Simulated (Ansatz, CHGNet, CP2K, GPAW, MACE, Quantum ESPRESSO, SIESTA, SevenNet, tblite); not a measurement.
## Finding the fault: Quantum ESPRESSO, P6_3/mmc (COD entry) Sr2MgAl3, size series (48 atoms)

Program: Quantum ESPRESSO 7.5, a calculation on a cell of 16 Sr, 8 Mg and 24 Al, 29.7 Å³ an atom.

The input, pw.in:

```
&control
  calculation = 'scf'
  pseudo_dir = './pseudo'
  outdir = './tmp'
  disk_io = 'none'
  tprnfor = .true.
  tstress = .true.
/
&system
  ibrav = 0
  nat = 48
  ntyp = 3
  ecutwfc = 45
  ecutrho = 360
  nosym = .true.
  occupations = 'smearing'
  smearing = 'fd'
  degauss = 0.003675
/
&electrons
  conv_thr = 2.4e-07
  electron_maxstep = 4
  mixing_beta = 0.2
  mixing_mode = 'local-TF'
  diagonalization = 'david'
/
ATOMIC_SPECIES
Sr 87.620 Sr.upf
Mg 24.305 Mg.upf
Al 26.982 Al.upf
CELL_PARAMETERS angstrom
12.73980 0.00000 0.00000
-6.36990 11.03299 0.00000
0.00000 0.00000 10.14000
ATOMIC_POSITIONS crystal
Sr 0.15814 0.32096 0.05614
Sr 0.33857 0.16790 0.55574
Sr 0.33623 0.16397 0.93315
Sr 0.17735 0.33430 0.43491
Mg 0.98718 0.98241 0.99620
Mg 0.99618 0.99893 0.51338
Al 0.42047 0.32677 0.24321
Al 0.15617 0.07101 0.24075
Al 0.41147 0.08304 0.25327
Al 0.08140 0.16337 0.73382
[... 34 atom lines left out ...]
Al 0.91141 0.59075 0.26363
Al 0.59761 0.66693 0.75474
Al 0.82516 0.91628 0.74972
Al 0.58421 0.91468 0.73541
K_POINTS gamma
```

The run is started by

```console
$ OMP_NUM_THREADS=1 mpirun -np 4 pw.x -in pw.in > output.txt
```

The log of the run:

```text
Program PWSCF
     gamma-point specific algorithms are used
     Parallelization info
     sticks:   dense  smooth     PW     G-vecs:    dense   smooth      PW
     Min        3589    1796    446               277340    98045   12266
     Max        3594    1801    448               277347    98048   12275
     Sum       14365    7195   1789              1109371   392187   49085
     bravais-lattice index     =            0
     lattice parameter (alat)  =      24.0747  a.u.
     unit-cell volume          =    9618.1244 (a.u.)^3
     number of atoms/cell      =           48
     number of atomic types    =            3
     number of electrons       =       248.00
     number of Kohn-Sham states=          149
     kinetic-energy cutoff     =      45.0000  Ry
     charge density cutoff     =     360.0000  Ry
     scf convergence threshold =      2.4E-07
     mixing beta               =       0.2000
     number of iterations used =            8  local-TF  mixing
     Exchange-correlation= SLA  PW   PBX  PBC
                           (   1   4   3   4   0   0   0)
     crystal axes: (cart. coord. in units of alat)
               a(1) = (   1.000000   0.000000   0.000000 )
               a(2) = (  -0.500000   0.866025   0.000000 )
               a(3) = (   0.000000   0.000000   0.795931 )
     reciprocal axes: (cart. coord. in units 2 pi/alat)
               b(1) = (  1.000000  0.577350 -0.000000 )
               b(2) = (  0.000000  1.154701  0.000000 )
               b(3) = (  0.000000 -0.000000  1.256391 )
     PseudoPot. # 1 for Sr:
     Pseudo is Ultrasoft + core correction, Zval = 10.0
     PseudoPot. # 2 for Mg:
     Pseudo is Projector augmented-wave + core cor, Zval =  2.0
     PseudoPot. # 3 for Al:
     Pseudo is Projector augmented-wave + core cor, Zval =  3.0
     atomic species   valence    mass     pseudopotential
     Sr               10.00    87.62000     Sr( 1.00)
     Mg                2.00    24.30500     Mg( 1.00)
     Al                3.00    26.98200     Al( 1.00)
     No symmetry found
   Cartesian axes
     number of k points=     1  Fermi-Dirac smearing, width (Ry)=  0.0037
                       cart. coord. in units 2pi/alat
        k(    1) = (   0.0000000   0.0000000   0.0000000), wk =   2.0000000
     Dense  grid:   554686 G-vectors     FFT dimensions: ( 150, 150, 120)
     Smooth grid:   196094 G-vectors     FFT dimensions: ( 108, 108,  81)
     Initial potential from superposition of free atoms
     starting charge     247.3992, renormalised to     248.0000
     negative rho (up, down):  1.020E+00 0.000E+00
     Starting wfcs are  336 randomized atomic wfcs
     Self-consistent Calculation
     iteration #  1     ecut=    45.00 Ry     beta= 0.20
     Threshold (ethr) on eigenvalues was too large:
     Diagonalizing with lowered threshold
     negative rho (up, down):  1.018E+00 0.000E+00
     total energy              =   -2339.76424573 Ry
     estimated scf accuracy    <       0.90584251 Ry
     iteration #  2     ecut=    45.00 Ry     beta= 0.20
     negative rho (up, down):  1.011E+00 0.000E+00
     total energy              =   -2339.46427518 Ry
     estimated scf accuracy    <       0.72695934 Ry
     iteration #  3     ecut=    45.00 Ry     beta= 0.20
     negative rho (up, down):  1.020E+00 0.000E+00
     total energy              =   -2339.55494958 Ry
     estimated scf accuracy    <       0.06182031 Ry
     iteration #  4     ecut=    45.00 Ry     beta= 0.20
     negative rho (up, down):  1.036E+00 0.000E+00
     total energy              =   -2339.55789520 Ry
     estimated scf accuracy    <       0.02738632 Ry
     End of self-consistent calculation
     convergence NOT achieved after   4 iterations: stopping
     Message from routine punch:
     Nothing written, as per user request (disk_io='none')
```

The job ended after 38 s (4 MPI ranks of Arm Neoverse V1, shared host; peak memory 2.6 GiB; 2.5 min of CPU time).

Banners, paths, timers and routine set-up lines are dropped from the logs unmarked, and long logs keep their key lines alone; longer cuts are marked.

**Question.** What is wrong with this input?

Too few SCF iterations: iteration limit 4.

The run ended unconverged.

[Also dropped from logs without a mark: logging warnings of Python, and SIESTA's first energy breakdown and zero terms.]

[Logs are printed without paths, hosts, clocks, repeated set-up lines and the standing remarks that a program may print on its own settings, such as how far it seeks lower states.]

[Hosts, paths, dates, database ids (printed as entryN), source tags and the programs' standing remarks are cut or masked in the printed files.]
